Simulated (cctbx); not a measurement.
**Fe3Rh3N2 with cctbx, script by script**

Library: cctbx 2025.11. The data are simulated by the first script.

## 1. Simulate the data

run.py:

```python
from cctbx import adptbx, crystal, miller, sgtbx, xray
from cctbx.array_family import flex
from iotbx.shelx import hklf
from scitbx import matrix
import scitbx.random

cs = crystal.symmetry(unit_cell=(12.18, 4.197, 8.532, 90, 134.27, 90), space_group_symbol='Hall: C 2y')  # C2
atoms = [  # label, site, U (iso, or U11 U22 U33 U12 U13 U23 in A^2), occupancy
    ("Rh1", (0.1394, 0.4735, 0.6054), (0.0104, 0.0103, 0.0111, 0.0001, 0.0073, -0.0002), 1),
    ("Rh2", (0.8335, 0.7574, 0.6162), (0.0093, 0.0100, 0.0087, -0.0004, 0.0061, -0.0004), 1),
    ("Rh3", (0.2833, 0.7421, 0.9437), (0.0108, 0.0137, 0.0121, 0.0003, 0.0074, 0.0023), 1),
    ("Fe1", (0.9646, 0.012, 0.3285), (0.0146, 0.0149, 0.0129, -0.0006, 0.0095, -0.0001), 1),
    ("Fe2", (0.9214, 0.2261, 0.8149), (0.0147, 0.0140, 0.0167, -0.0009, 0.0108, -0.0011), 1),
    ("Fe3", (0.4001, 0.2684, 0.9748), (0.0118, 0.0129, 0.0151, -0.0007, 0.0097, 0.0007), 1),
    ("N1", (0.2067, 0.9785, 0.6626), (0.0152, 0.0194, 0.0154, -0.0014, 0.0109, -0.0015), 1),
    ("N2", (0.9543, 0.5099, 0.2413), (0.0193, 0.0204, 0.0204, -0.0002, 0.0138, 0.0000), 1),
]
xs = xray.structure(crystal_symmetry=cs)
for label, site, u, occ in atoms:
    u = adptbx.u_cif_as_u_star(cs.unit_cell(), u) if isinstance(u, tuple) else u
    xs.add_scatterer(xray.scatterer(label, site=site, u=u, occupancy=occ))
xs.set_inelastic_form_factors(1.3414, "sasaki")
xs.show_summary()
p1 = xs.expand_to_p1()
ms = miller.build_set(p1, anomalous_flag=True, d_min=0.83)
flex.set_random_seed(183133)
scitbx.random.set_random_seed(183133)
ms = ms.select(flex.random_double(ms.size()) < 0.95)
i = ms.structure_factors_from_scatterers(p1, algorithm="direct").f_calc().as_intensity_array().data()
i = i * 20000 / flex.max(i)
sig = flex.sqrt(i + flex.pow2(0.04 * i) + 8 ** 2)
noise = scitbx.random.variate(scitbx.random.normal_distribution())(i.size())
data = ms.array(data=i + sig * noise, sigmas=sig).set_observation_type_xray_intensity()
with open("data.hkl", "w") as f:
    data.export_as_shelx_hklf(f)
print("reflections written:", data.size(), " <I/sigma> = %.1f" % flex.mean(data.data() / data.sigmas()))
for h, a, b in list(data.sort("data"))[:12]:
    print("%4d%4d%4d %9.1f %7.1f" % (h + (a, b)))
```

```console
$ python run.py
```

```text
Number of scatterers: 8
At special positions: 0
Unit cell: (12.18, 4.197, 8.532, 90, 134.27, 90)
Space group: C 1 2 1 (No. 5)
reflections written: 2195  <I/sigma> = 8.6
  -5  -1   1   20717.8   812.4
  -5   1   1   20254.3   795.9
   5  -1  -1   20188.4   812.4
   5   1  -1   19350.8   795.9
   3  -1  -4   18436.6   694.8
  -3   1   4   17775.6   701.4
   3   1  -4   17305.5   701.4
  -3  -1   4   17020.8   694.8
   0  -4   0   16305.9   627.9
   0   4   0   15568.3   613.5
  -6   0   3   14576.6   564.7
   6   0  -3   14228.8   564.7
```

Run time: 0.25 s on 1 thread of Arm Neoverse V2, on a shared host, peak memory 0.07 GiB.

## 2. Refinement (right model, isotropic)

run.py:

```python
import math
from cctbx import adptbx, crystal, maptbx, sgtbx, xray
from cctbx.array_family import flex
from cctbx.xray import observations
from iotbx.shelx import hklf
from scitbx.lstbx import normal_eqns_solving
from smtbx import absolute_structure, utils
from smtbx.refinement import constraints, least_squares

cs = crystal.symmetry(unit_cell=(12.18, 4.197, 8.532, 90, 134.27, 90), space_group_symbol='Hall: C 2y')  # C2
atoms = [  # label, site, U (iso, or U11 U22 U33 U12 U13 U23 in A^2), occupancy
    ("Rh1", (0.1389, 0.4722, 0.5993), 0.0200, 1),
    ("Rh2", (0.8377, 0.7589, 0.6195), 0.0200, 1),
    ("Rh3", (0.279, 0.7559, 0.9437), 0.0200, 1),
    ("Fe1", (0.964, 0.0013, 0.3265), 0.0200, 1),
    ("Fe2", (0.9231, 0.2242, 0.8205), 0.0200, 1),
    ("Fe3", (0.4016, 0.2788, 0.9761), 0.0200, 1),
    ("N1", (0.2133, 0.961, 0.6738), 0.0200, 1),
    ("N2", (0.9517, 0.5078, 0.2392), 0.0200, 1),
]
xs = xray.structure(crystal_symmetry=cs)
for label, site, u, occ in atoms:
    u = adptbx.u_cif_as_u_star(cs.unit_cell(), u) if isinstance(u, tuple) else u
    xs.add_scatterer(xray.scatterer(label, site=site, u=u, occupancy=occ))
xs.set_inelastic_form_factors(1.3414, "sasaki")
raw = hklf.reader(file_name="data.hkl").as_miller_arrays(crystal_symmetry=cs, anomalous=True)[0]
merged = raw.eliminate_sys_absent().merge_equivalents()
fo2 = merged.array().set_observation_type_xray_intensity()
print("Rint %.3f, %d unique reflections to %.2f A" % (merged.r_int(), fo2.size(), fo2.d_min()))
for sc in xs.scatterers():
    sc.flags.set_grad_site(True)
    sc.flags.set_grad_u_aniso(sc.flags.use_u_aniso())
    sc.flags.set_grad_u_iso(sc.flags.use_u_iso())
obs = fo2.as_xray_observations()
extra = {}
rep = constraints.reparametrisation(xs, [], utils.connectivity_table(xs), **extra)
ls = least_squares.crystallographic_ls(obs, rep, weighting_scheme=least_squares.mainstream_shelx_weighting(a=0, b=0))
print("cycle     R1     wR2    GooF  max shift (A)")
for cycle in range(8):
    ls.build_up()
    r1, wr2, goof = ls.r1_factor(cutoff_factor=2)[0], ls.wR2(), ls.goof()
    old = xs.sites_cart()
    normal_eqns_solving.levenberg_marquardt_iterations(ls, n_max_iterations=3, tau=1e-06, step_threshold=1e-7)
    big = flex.max((xs.sites_cart() - old).norms())
    print("%4d %7.4f %7.4f %7.3f %9.5f" % (cycle + 1, r1, wr2, goof, big))
    ls.build_up(objective_only=True)
    if abs(ls.wR2() - wr2) < 5e-5 and big < 5e-4:
        break
ls.build_up()
print("final R1 %.4f wR2 %.4f GooF %.3f  parameters %d  data/parameter %.1f" % (ls.r1_factor(cutoff_factor=2)[0], ls.wR2(), ls.goof(), ls.n_parameters, fo2.size() / ls.n_parameters))
cov = ls.covariance_matrix_and_annotations()
su = dict(zip(cov.annotations, (math.sqrt(max(v, 0)) for v in cov.matrix.matrix_packed_u_diagonal())))
a2 = cs.unit_cell().reciprocal_parameters()[0] ** -2
print("atom        x        y        z      Ueq    occ   su(xyz)  su(Uiso or U11)")
for sc in xs.scatterers():
    s = max(su.get(sc.label + k, 0) for k in (".x", ".y", ".z"))
    npd = "" if sc.is_positive_definite_u(cs.unit_cell()) else "  NPD"
    print("%-5s %8.5f %8.5f %8.5f %8.4f %6.3f %8.5f %7.4f%s" % ((sc.label,) + sc.site + (sc.u_iso_or_equiv(cs.unit_cell()), sc.occupancy, s, su.get(sc.label + ".uiso", su.get(sc.label + ".u11", 0) * a2), npd)))
fo = fo2.f_sq_as_f()
fc = fo.structure_factors_from_scatterers(xs, algorithm="direct").f_calc()
diff = fo.f_obs_minus_f_calc(1 / math.sqrt(ls.scale_factor()), fc).average_bijvoet_mates()
m = diff.fft_map(symmetry_flags=maptbx.use_space_group_symmetry, resolution_factor=0.25).apply_volume_scaling()
print("difference map: max %.2f min %.2f rms %.2f" % (m.statistics().max(), m.statistics().min(), m.statistics().sigma()))
peaks = m.peak_search(parameters=maptbx.peak_search_parameters(min_distance_sym_equiv=0.6, max_clusters=6)).all()
near = xs.closest_distances(peaks.sites(), distance_cutoff=4)
sps = cs.special_position_settings(min_distance_sym_equiv=0.5)
for k, (x, h) in enumerate(zip(peaks.sites(), peaks.heights())):
    ss = sps.site_symmetry(x)
    print("Q%-3d %7.4f %7.4f %7.4f %4d %7.2f  %.2f A from %s" % ((k + 1,) + tuple(t % 1 for t in ss.exact_site()) + (ss.multiplicity(), h, near.smallest_distances[k], xs.scatterers()[near.i_seqs[k]].label)))
```

```console
$ python run.py
```

```text
Rint 0.026, 576 unique reflections to 0.83 A
cycle     R1     wR2    GooF  max shift (A)
   1  0.1385  0.3888   9.326   0.08666
   2  0.0195  0.0533   1.279   0.01346
   3  0.0194  0.0532   1.276   0.00296
   4  0.0194  0.0532   1.276   0.00068
   5  0.0194  0.0532   1.276   0.00016
final R1 0.0194 wR2 0.0532 GooF 1.276  parameters 32  data/parameter 18.0
atom        x        y        z      Ueq    occ   su(xyz)  su(Uiso or U11)
Rh1    0.13942  0.47684  0.60534   0.0110  1.000  0.00015  0.0002
Rh2    0.83353  0.76070  0.61616   0.0093  1.000  0.00016  0.0002
Rh3    0.28321  0.74499  0.94366   0.0125  1.000  0.00017  0.0002
Fe1    0.96474  0.01540  0.32868   0.0140  1.000  0.00037  0.0003
Fe2    0.92138  0.22944  0.81474   0.0148  1.000  0.00037  0.0003
Fe3    0.40022  0.27111  0.97489   0.0128  1.000  0.00037  0.0003
N1     0.20565  0.97901  0.66483   0.0176  1.000  0.00243  0.0016
N2     0.95420  0.51364  0.24070   0.0217  1.000  0.00259  0.0018
difference map: max 1.34 min -0.97 rms 0.22
Q1    0.2201  0.1666  0.1041    4    1.40  0.50 A from Rh3
Q2    0.2284  0.3034  0.0115    4    0.97  0.55 A from Rh3
Q3    0.2326  0.7991  0.1161    4    0.86  1.22 A from Fe3
Q4    0.0463  0.2069  0.0928    4    0.85  0.59 A from Fe2
Q5    0.1580  0.5535  0.8815    4    0.83  1.00 A from N2
Q6    0.0722  0.8041  0.9389    4    0.80  0.57 A from Fe3
```

Time: 0.54 s.

## 3. Refinement (right model, anisotropic)

run.py, as its changes from the last script of this kind:

```diff
@@ -12,8 +12,8 @@
-    ("Rh1", (0.1389, 0.4722, 0.5993), 0.0200, 1),
-    ("Rh2", (0.8377, 0.7589, 0.6195), 0.0200, 1),
-    ("Rh3", (0.279, 0.7559, 0.9437), 0.0200, 1),
-    ("Fe1", (0.964, 0.0013, 0.3265), 0.0200, 1),
-    ("Fe2", (0.9231, 0.2242, 0.8205), 0.0200, 1),
-    ("Fe3", (0.4016, 0.2788, 0.9761), 0.0200, 1),
-    ("N1", (0.2133, 0.961, 0.6738), 0.0200, 1),
-    ("N2", (0.9517, 0.5078, 0.2392), 0.0200, 1),
+    ("Rh1", (0.13942, 0.47684, 0.60534), 0.0110, 1),
+    ("Rh2", (0.83353, 0.7607, 0.61616), 0.0093, 1),
+    ("Rh3", (0.28321, 0.74499, 0.94366), 0.0125, 1),
+    ("Fe1", (0.96474, 0.0154, 0.32868), 0.0140, 1),
+    ("Fe2", (0.92138, 0.22944, 0.81474), 0.0148, 1),
+    ("Fe3", (0.40022, 0.27111, 0.97489), 0.0128, 1),
+    ("N1", (0.20565, 0.97901, 0.66483), 0.0176, 1),
+    ("N2", (0.9542, 0.51364, 0.2407), 0.0217, 1),
@@ -25,0 +26 @@
+xs.convert_to_anisotropic()
@@ -58,0 +60,4 @@
+fc = fo2.structure_factors_from_scatterers(xs, algorithm="direct").f_calc()
+absolute_structure.flack_analysis(xs, fo2.as_xray_observations()).show()
+h = absolute_structure.hooft_analysis(fo2, fc, scale_factor=ls.scale_factor())
+print("Hooft y: %.3f(%.0f)  Bijvoet pairs: %d" % (h.hooft_y, 1000 * h.sigma_y, h.n_bijvoet_pairs))
```

```console
$ python run.py
```

```text
Rint 0.026, 576 unique reflections to 0.83 A
cycle     R1     wR2    GooF  max shift (A)
   1  0.0194  0.0532   1.326   0.01230
   2  0.0148  0.0373   0.928   0.00101
   3  0.0148  0.0372   0.928   0.00028
final R1 0.0148 wR2 0.0372 GooF 0.928  parameters 72  data/parameter 8.0
atom        x        y        z      Ueq    occ   su(xyz)  su(Uiso or U11)
Rh1    0.13939  0.47672  0.60536   0.0111  1.000  0.00012  0.0002
Rh2    0.83347  0.76078  0.61607   0.0094  1.000  0.00013  0.0002
Rh3    0.28319  0.74523  0.94355   0.0127  1.000  0.00014  0.0002
Fe1    0.96468  0.01535  0.32874   0.0140  1.000  0.00030  0.0005
Fe2    0.92146  0.22885  0.81479   0.0149  1.000  0.00029  0.0005
Fe3    0.40007  0.27123  0.97466   0.0129  1.000  0.00029  0.0004
N1     0.20584  0.97899  0.66358   0.0185  1.000  0.00192  0.0030
N2     0.95446  0.51242  0.24049   0.0234  1.000  0.00219  0.0031
Flack x: -0.030(12)
Hooft y: -0.035(16)  Bijvoet pairs: 244
difference map: max 0.58 min -0.56 rms 0.16
Q1    0.1695  0.9960  0.3307    4    0.59  1.10 A from Rh2
Q2    0.2523  0.2408  0.8700    4    0.53  1.35 A from Fe3
Q3    0.0325  0.2246  0.2878    4    0.53  1.33 A from Fe2
Q4    0.1218  0.9583  0.8711    4    0.52  1.25 A from Fe1
Q5    0.1166  0.4952  0.8315    4    0.50  0.62 A from N2
Q6    0.0680  0.2393  0.4164    4    0.49  1.31 A from Fe1
```

Time: 0.47 s.

## 4. Refinement

run.py, as its changes from the last script of this kind:

```diff
@@ -17 +17 @@
-    ("Fe3", (0.40022, 0.27111, 0.97489), 0.0128, 1),
+    ("O1", (0.40022, 0.27111, 0.97489), 0.0128, 1),
@@ -40 +40 @@
-for cycle in range(8):
+for cycle in range(12):
@@ -60,4 +59,0 @@
-fc = fo2.structure_factors_from_scatterers(xs, algorithm="direct").f_calc()
-absolute_structure.flack_analysis(xs, fo2.as_xray_observations()).show()
-h = absolute_structure.hooft_analysis(fo2, fc, scale_factor=ls.scale_factor())
-print("Hooft y: %.3f(%.0f)  Bijvoet pairs: %d" % (h.hooft_y, 1000 * h.sigma_y, h.n_bijvoet_pairs))
```

```console
$ python run.py
```

```text
Rint 0.026, 576 unique reflections to 0.83 A
cycle     R1     wR2    GooF  max shift (A)
   1  0.2035  0.4882  12.166   0.00000
final R1 0.2035 wR2 0.4882 GooF 12.166  parameters 72  data/parameter 8.0
atom        x        y        z      Ueq    occ   su(xyz)  su(Uiso or U11)
Rh1    0.13942  0.47684  0.60534   0.0110  1.000  0.00203  0.0039
Rh2    0.83353  0.76070  0.61616   0.0093  1.000  0.00215  0.0039
Rh3    0.28321  0.74499  0.94366   0.0125  1.000  0.00240  0.0039
Fe1    0.96474  0.01540  0.32868   0.0140  1.000  0.00512  0.0088
Fe2    0.92138  0.22944  0.81474   0.0148  1.000  0.00531  0.0077
O1     0.40022  0.27111  0.97489   0.0128  1.000  0.02630  0.0352
N1     0.20565  0.97901  0.66483   0.0176  1.000  0.02846  0.0463
N2     0.95420  0.51364  0.24070   0.0217  1.000  0.03218  0.0518
difference map: max 44.87 min -6.14 rms 3.10
Q1    0.0991  0.7639  0.0248    4   45.68  0.03 A from O1
Q2    0.1347  0.4839  0.6029    4   22.22  0.05 A from Rh1
Q3    0.2202  0.2392  0.0626    4   20.97  0.05 A from Rh3
Q4    0.1638  0.7610  0.3851    4   20.93  0.04 A from Rh2
Q5    0.0727  0.2152  0.1730    4   11.96  0.10 A from Fe2
Q6    0.0385  0.0225  0.6770    4   11.38  0.05 A from Fe1
```

Time: 0.33 s.

This run holds a fault made on purpose: wrong element: O1 is Fe.

## 5. Refinement

run.py, as its changes from the last script of this kind:

```diff
@@ -17 +17 @@
-    ("O1", (0.40022, 0.27111, 0.97489), 0.0128, 1),
+    ("Fe3", (0.40022, 0.27111, 0.97489), 0.0128, 1),
@@ -19,0 +20 @@
+    ("N3", (0.452, 0.056, 0.252), 0.0300, 1),
@@ -26 +26,0 @@
-xs.convert_to_anisotropic()
```

```console
$ python run.py
```

```text
Rint 0.026, 576 unique reflections to 0.83 A
cycle     R1     wR2    GooF  max shift (A)
   1  0.0344  0.1067   2.568   0.13438
   2  0.0250  0.0762   1.834   0.04388
   3  0.0246  0.0743   1.790   0.03645
   4  0.0243  0.0733   1.764   0.04778
   5  0.0240  0.0719   1.730   0.06165
   6  0.0237  0.0701   1.687   0.06869
   7  0.0233  0.0681   1.640   0.06727
   8  0.0230  0.0664   1.598   0.06132
   9  0.0227  0.0649   1.562   0.05410
  10  0.0225  0.0636   1.532   0.04695
  11  0.0222  0.0626   1.508   0.04035
  12  0.0221  0.0618   1.488   0.03450
final R1 0.0219 wR2 0.0611 GooF 1.472  parameters 36  data/parameter 16.0
atom        x        y        z      Ueq    occ   su(xyz)  su(Uiso or U11)
Rh1    0.13943  0.47725  0.60536   0.0108  1.000  0.00020  0.0002
Rh2    0.83352  0.76121  0.61612   0.0093  1.000  0.00020  0.0002
Rh3    0.28316  0.74557  0.94362   0.0125  1.000  0.00022  0.0002
Fe1    0.96487  0.01607  0.32889   0.0141  1.000  0.00044  0.0004
Fe2    0.92138  0.23003  0.81473   0.0148  1.000  0.00044  0.0004
Fe3    0.40020  0.27147  0.97488   0.0127  1.000  0.00042  0.0003
N1     0.20471  0.97828  0.66444   0.0165  1.000  0.00275  0.0018
N2     0.95718  0.51293  0.24070   0.0232  1.000  0.00324  0.0022
N3     0.39635 -0.02664  0.23107   0.2112  1.000  0.01400  0.0230
difference map: max 1.59 min -1.30 rms 0.27
Q1    0.2176  0.1690  0.1003    4    1.65  0.49 A from Rh3
Q2    0.2249  0.3073  0.0160    4    1.34  0.49 A from Rh3
Q3    0.1466  0.2856  0.6628    4    0.89  0.91 A from Rh1
Q4    0.0468  0.2102  0.0923    4    0.84  0.60 A from Fe2
Q5    0.2317  0.7995  0.1169    4    0.81  1.21 A from Fe3
Q6    0.0717  0.8055  0.9393    4    0.76  0.57 A from Fe3
```

Time: 0.86 s.

This run holds a fault made on purpose: spurious atom: N3.

## 6. Refinement

run.py, as its changes from the last script of this kind:

```diff
@@ -20 +19,0 @@
-    ("N3", (0.452, 0.056, 0.252), 0.0300, 1),
@@ -26,0 +26 @@
+xs.convert_to_anisotropic()
@@ -28 +28 @@
-merged = raw.eliminate_sys_absent().merge_equivalents()
+merged = raw.eliminate_sys_absent().resolution_filter(d_min=1.3).merge_equivalents()
```

```console
$ python run.py
```

```text
Rint 0.024, 152 unique reflections to 1.31 A
cycle     R1     wR2    GooF  max shift (A)
   1  0.0156  0.0432   1.479   0.03039
   2  0.0117  0.0289   0.990   0.01287
   3  0.0117  0.0288   0.984   0.00732
   4  0.0117  0.0287   0.983   0.00425
   5  0.0117  0.0287   0.982   0.00249
   6  0.0117  0.0287   0.982   0.00147
   7  0.0117  0.0287   0.982   0.00087
   8  0.0117  0.0287   0.982   0.00052
   9  0.0117  0.0287   0.982   0.00031
final R1 0.0117 wR2 0.0287 GooF 0.982  parameters 72  data/parameter 2.1
atom        x        y        z      Ueq    occ   su(xyz)  su(Uiso or U11)
Rh1    0.13882  0.47672  0.60482   0.0128  1.000  0.00069  0.0020
Rh2    0.83313  0.76151  0.61578   0.0096  1.000  0.00099  0.0013
Rh3    0.28327  0.74458  0.94343   0.0147  1.000  0.00112  0.0017
Fe1    0.96435  0.01537  0.32750   0.0120  1.000  0.00153  0.0036
Fe2    0.92062  0.22819  0.81413   0.0139  1.000  0.00188  0.0024
Fe3    0.40027  0.27110  0.97432   0.0146  1.000  0.00124  0.0033
N1     0.20406  0.99001  0.66152   0.0100  1.000  0.00653  0.0163  NPD
N2     0.95036  0.50856  0.23458   0.0450  1.000  0.00678  0.0254  NPD
difference map: max 0.24 min -0.28 rms 0.08
Q1    0.0962  0.3686  0.3587    4    0.25  1.41 A from N2
Q2    0.2215  0.7369  0.0639    4    0.21  1.29 A from Fe3
Q3    0.1447  0.3352  0.7363    4    0.21  1.23 A from Rh1
Q4    0.0000  0.9895  0.0000    2    0.20  1.41 A from Fe3
Q5    0.2048  0.2680  0.8090    4    0.19  1.58 A from Rh1
Q6    0.1034  0.7941  0.8888    4    0.18  1.20 A from Fe3
```

Run time: 0.76 s on 1 thread of Arm Neoverse V2 (shared host), peak memory 0.09 GiB.

This run holds a fault made on purpose: data cut at low resolution.

[Logs are printed without paths, hosts, clocks, repeated set-up lines and the standing remarks that a program may print on its own settings, such as how far it seeks lower states.]
